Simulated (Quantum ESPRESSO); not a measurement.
## Collinear magnetic orders of MnGa4 with Quantum ESPRESSO

Aim: find out which collinear order of MnGa4 costs least.

Program: Quantum ESPRESSO 7.5. Level of theory: LDA; plane waves with GBRV 1.5 LDA potentials, no spin-orbit coupling. Results are calculated unless marked as measured.

The experiments to compare with:

“Antiferromagnetic ground state in the MnGa4 intermetallic compound” (2018, arxiv:1802.03256) reports for MnGa4, cubic PtHg4 type, by neutron powder diffraction (annealed stoichiometric polycrystalline sample, 1.5 K): moment (ordered moment per Mn) 0.8 ± 0.03 μB.

This is a report of a sequence of runs, with most program output left out.

### Step 1. The structure

The structure is cubic, space group Im-3m (No. 229). The conventional cell has a = 5.544 Å, b = 5.544 Å, c = 5.544 Å, α = 90.00°, β = 90.00°, γ = 90.00°. Nearest to Mn lie 8 Ga at 2.40 Å. Ga has 2 Mn at 2.40 Å nearest. Farther neighbours are not listed.

The cell comes from Materials Project 2023-11-01, a database of computed structures, and need not be the stable phase.

### Step 2. Run 1, typed as ferro +

The signs are those of the starting moments on the seeded atoms, the atoms that are given a moment.

File pw.in:

```
&CONTROL
  calculation = 'scf'
  prefix = 'pwscf'
  outdir = './tmp'
  pseudo_dir = './pseudo'
  disk_io = 'nowf'
/
&SYSTEM
  ibrav = 0
  celldm(1) = 8
  nat = 5
  ntyp = 2
  ecutwfc = 40
  ecutrho = 280
  nbnd = 59
  occupations = 'smearing'
  smearing = 'fd'
  degauss = 0.00734986
  nspin = 2
  starting_magnetization(1) = 0.2333
  starting_magnetization(2) = 0
/
&ELECTRONS
  conv_thr = 1d-08
  electron_maxstep = 150
  mixing_beta = 0.3
/
ATOMIC_SPECIES
Mn     54.9380 mn_lda_v1.5.uspp.F.UPF
Ga     69.7230 ga_lda_v1.4.uspp.F.UPF
CELL_PARAMETERS alat
  -0.6547580689629    0.6547580689629    0.6547580689629
   0.6547580689629   -0.6547580689629    0.6547580689629
   0.6547580689629    0.6547580689629   -0.6547580689629
ATOMIC_POSITIONS crystal
Mn      0.0000000000    0.0000000000    0.0000000000
Ga      0.0000000000    0.0000000000    0.5000000000
Ga      0.0000000000    0.5000000000    0.0000000000
Ga      0.5000000000    0.0000000000    0.0000000000
Ga      0.5000000000    0.5000000000    0.5000000000
K_POINTS automatic
6 6 6 0 0 0
```

Run with:

```sh
$ OMP_NUM_THREADS=1 mpirun -n 4 pw.x -nk 4 -in pw.in > pw.out
```

Elapsed: 59 s, on 4 MPI ranks of Arm Neoverse V2, shared host; peak memory 0.52 GiB.

Spin moment in the atom's sphere by atom:

| atom | spin moment in the atom's sphere (μB) |
| --- | --- |
| Mn1 | 0.0286 |
| Ga2 | -0.0005 |
| Ga3 | -0.0005 |
| Ga4 | -0.0005 |
| Ga5 | -0.0005 |

This step gave:

* smearing term TS: 0.09058 eV
* magnetization: 0.026 μB
* absolute magnetization: 0.035 μB
* final state: non-magnetic

### Step 3. Start 2: antiferro q=(1/2,1/2,1/2) +−

This order needs a doubled cell of 10 atoms. The wavevector q is in fractions of the reciprocal vectors of the crystal's primitive cell, as the cells of these inputs are built from it; moments change sign between cells as cos(2π q·R).

File pw.in:

```
&CONTROL
  calculation = 'scf'
  prefix = 'pwscf'
  outdir = './tmp'
  pseudo_dir = './pseudo'
  disk_io = 'nowf'
/
&SYSTEM
  ibrav = 0
  celldm(1) = 8
  nat = 10
  ntyp = 3
  ecutwfc = 40
  ecutrho = 280
  nbnd = 110
  occupations = 'smearing'
  smearing = 'fd'
  degauss = 0.00734986
  nspin = 2
  starting_magnetization(1) = 0.2333
  starting_magnetization(2) = -0.2333
  starting_magnetization(3) = 0
/
&ELECTRONS
  conv_thr = 2d-08
  electron_maxstep = 150
  mixing_beta = 0.3
/
ATOMIC_SPECIES
Mn1    54.9380 mn_lda_v1.5.uspp.F.UPF
Mn2    54.9380 mn_lda_v1.5.uspp.F.UPF
Ga     69.7230 ga_lda_v1.4.uspp.F.UPF
CELL_PARAMETERS alat
  -1.3095161379257    1.3095161379257    1.3095161379257
   0.0000000000000    0.0000000000000    1.3095161379257
   0.0000000000000    1.3095161379257    0.0000000000000
ATOMIC_POSITIONS crystal
Mn1     0.0000000000    0.0000000000    0.0000000000
Mn2     0.5000000000    0.0000000000    0.0000000000
Ga      0.7500000000    0.0000000000    0.5000000000
Ga      0.2500000000    0.0000000000    0.5000000000
Ga      0.7500000000    0.5000000000    0.0000000000
Ga      0.2500000000    0.5000000000    0.0000000000
Ga      0.2500000000    0.0000000000    0.0000000000
Ga      0.7500000000    0.0000000000    0.0000000000
Ga      0.7500000000    0.5000000000    0.5000000000
Ga      0.2500000000    0.5000000000    0.5000000000
K_POINTS automatic
3 6 6 0 0 0
```

Run time: 2.5 min. Hardware: 4 MPI ranks; peak memory 0.98 GiB; 10 min of CPU time.

Spin moment in the atom's sphere by atom:

| atom | spin moment in the atom's sphere (μB) |
| --- | --- |
| Mn1 | 0.689 |
| Mn2 | -0.689 |
| Ga3 | 0.000 |
| Ga4 | 0.000 |
| Ga5 | 0.000 |
| Ga6 | 0.000 |
| Ga7 | 0.000 |
| Ga8 | 0.000 |
| Ga9 | 0.000 |
| Ga10 | 0.000 |

Read from the output:

| Item | Value |
| --- | --- |
| smearing term TS | 0.1529 eV |
| magnetization | 0 μB |
| absolute magnetization | 1.723 μB |
| final state | antiferromagnetic |

### Step 4. Start 3: antiferro q=(0,0,1/2) +−

This order needs a doubled cell of 10 atoms.

File pw.in:

```
&CONTROL
  calculation = 'scf'
  prefix = 'pwscf'
  outdir = './tmp'
  pseudo_dir = './pseudo'
  disk_io = 'nowf'
/
&SYSTEM
  ibrav = 0
  celldm(1) = 8
  nat = 10
  ntyp = 3
  ecutwfc = 40
  ecutrho = 280
  nbnd = 110
  occupations = 'smearing'
  smearing = 'fd'
  degauss = 0.00734986
  nspin = 2
  starting_magnetization(1) = 0.2333
  starting_magnetization(2) = -0.2333
  starting_magnetization(3) = 0
/
&ELECTRONS
  conv_thr = 2d-08
  electron_maxstep = 150
  mixing_beta = 0.3
/
ATOMIC_SPECIES
Mn1    54.9380 mn_lda_v1.5.uspp.F.UPF
Mn2    54.9380 mn_lda_v1.5.uspp.F.UPF
Ga     69.7230 ga_lda_v1.4.uspp.F.UPF
CELL_PARAMETERS alat
  -0.6547580689629    0.6547580689629    0.6547580689629
   0.6547580689629   -0.6547580689629    0.6547580689629
   1.3095161379257    1.3095161379257   -1.3095161379257
ATOMIC_POSITIONS crystal
Mn1     0.0000000000    0.0000000000    0.0000000000
Mn2     0.0000000000    0.0000000000    0.5000000000
Ga      0.0000000000    0.0000000000    0.2500000000
Ga      0.0000000000    0.0000000000    0.7500000000
Ga      0.0000000000    0.5000000000    0.0000000000
Ga      0.0000000000    0.5000000000    0.5000000000
Ga      0.5000000000    0.0000000000    0.0000000000
Ga      0.5000000000    0.0000000000    0.5000000000
Ga      0.5000000000    0.5000000000    0.2500000000
Ga      0.5000000000    0.5000000000    0.7500000000
K_POINTS automatic
6 6 3 0 0 0
```

The job ended after 5.4 min (4 MPI ranks; peak memory 1.2 GiB).

Spin moment in the atom's sphere by atom:

| atom | spin moment in the atom's sphere (μB) |
| --- | --- |
| Mn1 | -0.0009 |
| Mn2 | 0.0005 |
| Ga3 | 0.0000 |
| Ga4 | 0.0000 |
| Ga5 | 0.0000 |
| Ga6 | 0.0000 |
| Ga7 | 0.0000 |
| Ga8 | 0.0000 |
| Ga9 | 0.0000 |
| Ga10 | 0.0000 |

Read from the output:

| Item | Value |
| --- | --- |
| smearing term TS | 0.1813 eV |
| magnetization | 0 μB |
| absolute magnetization | 0 μB |
| final state | non-magnetic |

### Step 5. Run 4 (no spin polarisation)

File pw.in:

```
&CONTROL
  calculation = 'scf'
  prefix = 'pwscf'
  outdir = './tmp'
  pseudo_dir = './pseudo'
  disk_io = 'nowf'
/
&SYSTEM
  ibrav = 0
  celldm(1) = 8
  nat = 5
  ntyp = 2
  ecutwfc = 40
  ecutrho = 280
  nbnd = 57
  occupations = 'smearing'
  smearing = 'fd'
  degauss = 0.00734986
/
&ELECTRONS
  conv_thr = 1d-08
  electron_maxstep = 150
  mixing_beta = 0.3
/
ATOMIC_SPECIES
Mn     54.9380 mn_lda_v1.5.uspp.F.UPF
Ga     69.7230 ga_lda_v1.4.uspp.F.UPF
CELL_PARAMETERS alat
  -0.6547580689629    0.6547580689629    0.6547580689629
   0.6547580689629   -0.6547580689629    0.6547580689629
   0.6547580689629    0.6547580689629   -0.6547580689629
ATOMIC_POSITIONS crystal
Mn      0.0000000000    0.0000000000    0.0000000000
Ga      0.0000000000    0.0000000000    0.5000000000
Ga      0.0000000000    0.5000000000    0.0000000000
Ga      0.5000000000    0.0000000000    0.0000000000
Ga      0.5000000000    0.5000000000    0.5000000000
K_POINTS automatic
6 6 6 0 0 0
```

The job ended after 17 s (4 MPI ranks; peak memory 0.43 GiB; 66 s of CPU time).

This step gave:

```yaml
smearing_term_ts: 0.09066 eV
final_state: non-magnetic (no spin polarisation)
```

### Step 6. Ranking

An order is kept where moments of 0.15 μB or more survive with the typed signs; meshes match where a doubled cell samples the same k points as the first cell.

Orders:

| start | final state | typed order kept | energy over the lowest (meV a seeded atom) | largest site moment (μB) | net moment (μB a cell of the first run) | mesh matched | CPU time (s) |
| --- | --- | --- | --- | --- | --- | --- | --- |
| ferro + | non-magnetic | no | 5.127 | 0.02855 | 0.02649 | yes | 233.7 |
| antiferro q=(1/2,1/2,1/2) +- | antiferromagnetic | yes | 0 | 0.6892 | 0 | yes | 602.8 |
| antiferro q=(0,0,1/2) +- | non-magnetic | no | 5.126 | 8.82e-4 | 0 | yes | 1290 |
| no spin polarisation | non-magnetic | - | 5.126 | 0 | 0 | yes | 66.31 |

### Step 7. Summary of results

| Property | Result |
| --- | --- |
| lowest state found | antiferromagnetic (from antiferro q=(1/2,1/2,1/2) +-) |
| largest site moment | 0.689 μB |
| state without moments | 5.13 meV a seeded atom higher |

**Reading.** At this level spin polarisation gains little. 2 starts lost their moments. Only these 4 starts were compared; other wavevectors, canted and longer-period orders were not. A computed site moment is spin alone and hangs on the region that is counted: the program's spheres do not touch and miss the tail of the moment. Measured moments hold any orbital part as well, and belong to the order of the sample, which need not be the order of this run. Energies are free energies at an electronic temperature of 1160 K, which lowers moments and differences where the moments are itinerant.

Comparison with the measured values:

| quantity | measured | in the sphere |
| --- | --- | --- |
| moment (Mn) (μB) | 0.8 | 0.69 (-13.8 %) |

Measured values from arxiv:1802.03256 (2018).

How well it matches: The moment is off by -13.8 %. No cell relaxation is part of this session.

[Logs and program files are shortened in this print: banners, set-up blocks, solver, clock and traceback lines can be left out without a mark of their own.]

[Logs are printed without paths, hosts, clocks, repeated set-up lines and the standing remarks that a program may print on its own settings, such as how far it seeks lower states.]

[Hosts, paths, dates, database ids (printed as entryN), source tags and the programs' standing remarks are cut or masked in the printed files.]

[Where a cell is said to come from a database of computed structures, the database is the Materials Project.]
